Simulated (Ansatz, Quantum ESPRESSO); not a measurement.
# CsPbCl3 (Pm-3m): zone-centre phonons

Which modes does CsPbCl3 (Pm-3m) have at the zone centre?

Method: DFT LDA, scalar-relativistic, plane waves, JTH PAW pseudopotentials, in Quantum ESPRESSO 7.5.

## Step 1: Starting point

Symmetry: Pm-3m, No. 221, cubic system. Conventional cell: a = 5.605 Å, b = 5.605 Å, c = 5.605 Å, α = 90.00°, β = 90.00°, γ = 90.00°. Cs has 12 Cl at 3.96 Å nearest. Pb has 6 Cl at 2.80 Å nearest. Nearest to Cl lie 2 Pb at 2.80 Å and 4 Cs at 3.96 Å. Farther neighbours and most contacts between anions are not listed.

## Step 2: A first look

A cheap run with smearing and empty bands tells whether the crystal has a gap, which decides between fixed occupations and smearing later on.

probe.in reads:

```
 &control
    calculation='scf',
    prefix='x',
    outdir='./tmp',
    pseudo_dir='./pseudo',
    tprnfor=.true.,
    tstress=.true.,
    verbosity='high',
 /
 &system
    ibrav=0,
    nat=5,
    ntyp=3,
    ecutwfc=40.0,
    ecutrho=200.0,
    occupations='smearing',
    smearing='gaussian',
    degauss=0.01,
 /
 &electrons
    conv_thr=1.0d-07,
    mixing_beta=0.7,
    electron_maxstep=100,
 /
ATOMIC_SPECIES
 Cs    132.9055  Cs.upf
 Pb    207.2000  Pb.upf
 Cl     35.4500  Cl.upf
CELL_PARAMETERS angstrom
     5.605000000    0.000000000    0.000000000
     0.000000000    5.605000000    0.000000000
     0.000000000    0.000000000    5.605000000
ATOMIC_POSITIONS crystal
 Cs     0.000000000   0.000000000   0.000000000
 Pb     0.500000000   0.500000000   0.500000000
 Cl     0.500000000   0.500000000   0.000000000
 Cl     0.000000000   0.500000000   0.500000000
 Cl     0.500000000   0.000000000   0.500000000
K_POINTS automatic
 4 4 4 0 0 0
```

Run with:

```sh
> OMP_NUM_THREADS=1 mpirun -n 4 pw.x -nk 4 -in probe.in > probe.out
```

Log:

```text
[banners, grids, parts of the stress and lines that vanish by symmetry left out]
Program PWSCF v.7.5
     file Cs.upf: wavefunction(s)  6S 0P 5D 0D renormalized
     file Pb.upf: wavefunction(s)  0S 6P 0P 5D 0D renormalized
[...]
kinetic-energy cutoff     =      40.0000  Ry
     charge density cutoff     =     200.0000  Ry
     scf convergence threshold =      1.0E-07
[...]
Exchange-correlation= SLA PW NOGX NOGC
                           (   1   4   0   0   0   0   0)
[...]
48 Sym. Ops., with inversion, found
[...]
(     0          1          0      )
                  (     0          0          1      )
[...]
(  0.0000000  1.0000000  0.0000000 )
                  (  0.0000000  0.0000000  1.0000000 )
[...]
(     0         -1          0      )
[...]
number of k points=    10  Gaussian smearing, width (Ry)=  0.0100
[...]
c_bands:  1 eigenvalues not converged
     c_bands:  1 eigenvalues not converged
[...]
End of self-consistent calculation
[...]
the Fermi energy is     4.6102 ev
!    total energy              =   -1482.15441819 Ry
[...]
convergence has been achieved in   7 iterations
[...]
atom    1 type  1   force =     0.00000000    0.00000000    0.00000000
     atom    2 type  2   force =     0.00000000    0.00000000    0.00000000
     atom    3 type  3   force =     0.00000000    0.00000000    0.00000000
     atom    4 type  3   force =     0.00000000    0.00000000    0.00000000
     atom    5 type  3   force =     0.00000000    0.00000000    0.00000000
[...]
Total force =     0.000000     Total SCF correction =     0.000000
[...]
total   stress  (Ry/bohr**3)                   (kbar)     P=      -13.64
[...]
XML data file, charge density, pseudopotentials, collected wavefunctions

   JOB DONE.
```

It took 9.3 s on 4 MPI ranks of Arm Neoverse V2, shared host.

Read from the output:

| Quantity | Value |
| --- | --- |
| volume per atom | 35.22 Å³ |
| pressure | -1.364 GPa |
| gap on the k-mesh | 1.737 eV |

A gap of 1.7 eV opens on this mesh, so the crystal is taken as an insulator; the start stands at -1.4 GPa.

## Step 3: Relaxing the cell and atoms

Frequencies change by per cents with a per cent of volume, so the structure is first brought to rest at this level of theory.

relax.in, as its differences from probe.in of step 2:

```diff
@@ -1,3 +1,3 @@
  &control
-    calculation='scf',
+    calculation='vc-relax',
     prefix='x',
@@ -7,3 +7,5 @@
     tstress=.true.,
-    verbosity='high',
+    forc_conv_thr=2.0d-05,
+    etot_conv_thr=1.0d-07,
+    nstep=40,
  /
@@ -15,10 +17,14 @@
     ecutrho=200.0,
-    occupations='smearing',
-    smearing='gaussian',
-    degauss=0.01,
+    occupations='fixed',
+    nbnd=24,
  /
  &electrons
-    conv_thr=1.0d-07,
+    conv_thr=1.0d-11,
     mixing_beta=0.7,
     electron_maxstep=100,
+ /
+ &ions
+ /
+ &cell
+    press_conv_thr=0.1,
  /
```

Run with:

```sh
> OMP_NUM_THREADS=1 mpirun -n 4 pw.x -nk 4 -in relax.in > relax.out
```

Log:

```text
[banners, grids, parts of the stress and lines that vanish by symmetry left out]
[banner, memory and clock lines left out]
Program PWSCF v.7.5

[...]
kinetic-energy cutoff     =      40.0000  Ry
     charge density cutoff     =     200.0000  Ry
     scf convergence threshold =      1.0E-11
[...]
energy convergence thresh.=      1.0E-07
     force convergence thresh. =      2.0E-05
     press convergence thresh. =      1.0E-01
     Exchange-correlation= SLA PW NOGX NOGC
                           (   1   4   0   0   0   0   0)
[...]
48 Sym. Ops., with inversion, found
[...]
number of k points=    10
[...]
End of self-consistent calculation
[...]
highest occupied, lowest unoccupied level (ev):     3.7237    5.4602
!    total energy              =   -1482.15441823 Ry
[...]
convergence has been achieved in  12 iterations
[...]
atom    1 type  1   force =     0.00000000    0.00000000    0.00000000
     atom    2 type  2   force =     0.00000000    0.00000000    0.00000000
     atom    3 type  3   force =     0.00000000    0.00000000    0.00000000
     atom    4 type  3   force =     0.00000000    0.00000000    0.00000000
     atom    5 type  3   force =     0.00000000    0.00000000    0.00000000
     Total force =     0.000000     Total SCF correction =     0.000000
[...]
total   stress  (Ry/bohr**3)                   (kbar)     P=      -12.73
[...]
number of bfgs steps    =   0
[...]
CELL_PARAMETERS (angstrom)
[...]
ATOMIC_POSITIONS (crystal)
Cs               0.0000000000        0.0000000000        0.0000000000
Pb               0.5000000000        0.5000000000        0.5000000000
Cl               0.5000000000        0.5000000000        0.0000000000
Cl               0.0000000000        0.5000000000        0.5000000000
[...]
New effective cutoffs (rho, wfc):  200.74   40.16
[...]
End of self-consistent calculation
[...]
highest occupied, lowest unoccupied level (ev):     3.8222    5.5301
!    total energy              =   -1482.15504123 Ry
[...]
convergence has been achieved in  12 iterations
[...]
atom    1 type  1   force =     0.00000000    0.00000000    0.00000000
     atom    2 type  2   force =     0.00000000    0.00000000    0.00000000
     atom    3 type  3   force =     0.00000000    0.00000000    0.00000000
     atom    4 type  3   force =     0.00000000    0.00000000    0.00000000
     atom    5 type  3   force =     0.00000000    0.00000000    0.00000000
     Total force =     0.000000     Total SCF correction =     0.000000
[...]
total   stress  (Ry/bohr**3)                   (kbar)     P=      -11.08
[...]
number of bfgs steps    =   1
[...]
WARNING: bfgs curvature condition failed, Theta= 0.923
[...]
CELL_PARAMETERS (angstrom)
[...]
ATOMIC_POSITIONS (crystal)
[...]
New effective cutoffs (rho, wfc):  202.06   40.42
[...]
End of self-consistent calculation
[...]
highest occupied, lowest unoccupied level (ev):     3.9721    5.6361
!    total energy              =   -1482.15580668 Ry
[...]
convergence has been achieved in  14 iterations
[...]
atom    1 type  1   force =     0.00000000    0.00000000    0.00000000
     atom    2 type  2   force =     0.00000000    0.00000000    0.00000000
     atom    3 type  3   force =     0.00000000    0.00000000    0.00000000
[...]
total   stress  (Ry/bohr**3)                   (kbar)     P=       -4.41
[...]
number of bfgs steps    =   3
[...]
CELL_PARAMETERS (angstrom)
[...]
ATOMIC_POSITIONS (crystal)
[...]
New effective cutoffs (rho, wfc):  206.18   41.24
[...]
End of self-consistent calculation
[...]
highest occupied, lowest unoccupied level (ev):     4.4501    5.9702
!    total energy              =   -1482.15681571 Ry
[...]
convergence has been achieved in  14 iterations
[...]
Total force =     0.000000     Total SCF correction =     0.000000
[...]
total   stress  (Ry/bohr**3)                   (kbar)     P=        0.25
[...]
number of bfgs steps    =   4
[...]
CELL_PARAMETERS (angstrom)
[...]
ATOMIC_POSITIONS (crystal)
[...]
New effective cutoffs (rho, wfc):  206.06   41.22
[...]
End of self-consistent calculation
[...]
highest occupied, lowest unoccupied level (ev):     4.4368    5.9610
!    total energy              =   -1482.15681648 Ry
[...]
convergence has been achieved in  13 iterations
[...]
Total force =     0.000000     Total SCF correction =     0.000000
[...]
total   stress  (Ry/bohr**3)                   (kbar)     P=       -0.01
[...]
number of bfgs steps    =   5
[...]
small trust_radius: resetting bfgs history
[...]
CELL_PARAMETERS (angstrom)
[...]
ATOMIC_POSITIONS (crystal)
[...]
New effective cutoffs (rho, wfc):  206.06   41.22
[...]
End of self-consistent calculation
[...]
highest occupied, lowest unoccupied level (ev):     4.4369    5.9610
!    total energy              =   -1482.15681648 Ry
[...]
convergence has been achieved in   6 iterations
[...]
atom    3 type  3   force =     0.00000000    0.00000000    0.00000000
     atom    4 type  3   force =     0.00000000    0.00000000    0.00000000
     atom    5 type  3   force =     0.00000000    0.00000000    0.00000000
     Total force =     0.000000     Total SCF correction =     0.000000
[...]
total   stress  (Ry/bohr**3)                   (kbar)     P=       -0.01
[...]
bfgs converged in   7 scf cycles and   6 bfgs steps
[...]
End of BFGS Geometry Optimization
     Final enthalpy           =   -1482.1568164754 Ry
     File ./tmp/x.bfgs deleted, as requested
[...]
CELL_PARAMETERS (angstrom)
[...]
ATOMIC_POSITIONS (crystal)
[...]
Cl               0.0000000000        0.5000000000        0.5000000000
Cl               0.5000000000        0.0000000000        0.5000000000
[...]
Final scf calculation at the relaxed structure.
[...]
kinetic-energy cutoff     =      40.0000  Ry
     charge density cutoff     =     200.0000  Ry
     scf convergence threshold =      1.0E-13
[...]
press convergence thresh. =      1.0E-01
     Exchange-correlation= SLA PW NOGX NOGC
                           (   1   4   0   0   0   0   0)
[...]
48 Sym. Ops., with inversion, found
[...]
number of k points=    10
[...]
c_bands:  1 eigenvalues not converged
[...]
End of self-consistent calculation
[...]
highest occupied, lowest unoccupied level (ev):     4.4370    5.9614
!    total energy              =   -1482.15607381 Ry
[...]
convergence has been achieved in  14 iterations
[...]
atom    1 type  1   force =     0.00000000    0.00000000    0.00000000
     atom    2 type  2   force =     0.00000000    0.00000000    0.00000000
     atom    3 type  3   force =     0.00000000    0.00000000    0.00000000
     atom    4 type  3   force =     0.00000000    0.00000000    0.00000000
     atom    5 type  3   force =     0.00000000    0.00000000    0.00000000
     Total force =     0.000000     Total SCF correction =     0.000000
[...]
total   stress  (Ry/bohr**3)                   (kbar)     P=       -0.35
[...]
XML data file, charge density, pseudopotentials, collected wavefunctions
```

Elapsed: 92 s, on 4 MPI ranks; 6.1 min of CPU time.

The steps of the relaxation:

```tsv
step	energy less that of the first step (eV)	largest force (eV/Å)	pressure (GPa)	volume (Å³)
1	0.0000	0.0000	-1.27	176.09
2	-0.0085	0.0000	-1.11	174.95
3	-0.0189	0.0000	-0.85	173.25
4	-0.0291	0.0000	-0.44	170.71
5	-0.0326	0.0000	0.03	168.08
6	-0.0326	0.0000	0.00	168.21
7	-0.0326	0.0000	0.00	168.21
8	-0.0225	0.0000	-0.03	168.21
```

```tsv
conventional cell, symmetrised	before	after	change
a (Å)	5.605	5.520	-1.5 %
b (Å)	5.605	5.520	-1.5 %
c (Å)	5.605	5.520	-1.5 %
volume (Å³/atom)	35.22	33.64	-4.5 %
```

Final coordinates:

```xyz
5
Lattice="5.5202 0.0000 0.0000 0.0000 5.5202 0.0000 0.0000 0.0000 5.5202" Properties=species:S:1:pos:R:3 pbc="T T T"
Cs    0.0000    0.0000    0.0000
Pb    2.7601    2.7601    2.7601
Cl    2.7601    2.7601    0.0000
Cl    0.0000    2.7601    2.7601
Cl    2.7601    0.0000    2.7601
```

The last row of the table of steps is pw.x's closing run on a basis chosen anew for the final cell, so its energy can jump.

Read from the output:

| Quantity | Value |
| --- | --- |
| volume per atom | 33.64 Å³ |
| pressure | -0.03500 GPa |
| gap on the k-mesh | 1.524 eV |

The volume changes by -4.5 % from the cell with which this run began.

## Step 4: Ground state

Perturbation theory inherits every error of the wavefunctions, so the threshold is set near the limit of the arithmetic. With a gap, occupations are fixed, which also allows the response to an electric field.

scf.in reads:

```
 &control
    calculation='scf',
    prefix='x',
    outdir='./tmp',
    pseudo_dir='./pseudo',
    tprnfor=.true.,
    tstress=.true.,
 /
 &system
    ibrav=0,
    nat=5,
    ntyp=3,
    ecutwfc=40.0,
    ecutrho=200.0,
    occupations='fixed',
    nbnd=24,
 /
 &electrons
    conv_thr=1.0d-12,
    mixing_beta=0.7,
    electron_maxstep=100,
 /
ATOMIC_SPECIES
 Cs    132.9055  Cs.upf
 Pb    207.2000  Pb.upf
 Cl     35.4500  Cl.upf
CELL_PARAMETERS angstrom
     5.520188956    0.000000000    0.000000000
     0.000000000    5.520188956    0.000000000
     0.000000000    0.000000000    5.520188956
ATOMIC_POSITIONS crystal
 Cs     0.000000000   0.000000000   0.000000000
 Pb     0.500000000   0.500000000   0.500000000
 Cl     0.500000000   0.500000000   0.000000000
 Cl     0.000000000   0.500000000   0.500000000
 Cl     0.500000000   0.000000000   0.500000000
K_POINTS automatic
 4 4 4 0 0 0
```

Run with:

```sh
> OMP_NUM_THREADS=1 mpirun -n 4 pw.x -nk 4 -in scf.in > scf.out
```

Log:

```text
[banners, grids, parts of the stress and lines that vanish by symmetry left out]
[banner, memory and clock lines left out]
Program PWSCF v.7.5

[...]
kinetic-energy cutoff     =      40.0000  Ry
     charge density cutoff     =     200.0000  Ry
     scf convergence threshold =      1.0E-12
[...]
Exchange-correlation= SLA PW NOGX NOGC
                           (   1   4   0   0   0   0   0)
[...]
48 Sym. Ops., with inversion, found
[...]
number of k points=    10
[...]
End of self-consistent calculation
[...]
highest occupied, lowest unoccupied level (ev):     4.4370    5.9614
!    total energy              =   -1482.15607381 Ry
[...]
convergence has been achieved in  13 iterations
[...]
atom    1 type  1   force =     0.00000000    0.00000000    0.00000000
     atom    2 type  2   force =     0.00000000    0.00000000    0.00000000
     atom    3 type  3   force =     0.00000000    0.00000000    0.00000000
     atom    4 type  3   force =     0.00000000    0.00000000    0.00000000
     atom    5 type  3   force =     0.00000000    0.00000000    0.00000000
     Total force =     0.000000     Total SCF correction =     0.000000
[...]
total   stress  (Ry/bohr**3)                   (kbar)     P=       -0.35
[...]
XML data file, charge density, pseudopotentials, collected wavefunctions
```

Wall time 14 s (4 MPI ranks); 54 s of CPU time.

The cell stands at -0.035 GPa, close enough for phonons.

(Continued in part 2 of 3.)

[Host names and launcher messages were left out of these logs when they were recorded.]

[Logs are printed without paths, hosts, clocks, repeated set-up lines and the standing remarks that a program may print on its own settings, such as how far it seeks lower states.]

[Hosts, paths, dates, database ids (printed as entryN), source tags and the programs' standing remarks are cut or masked in the printed files.]
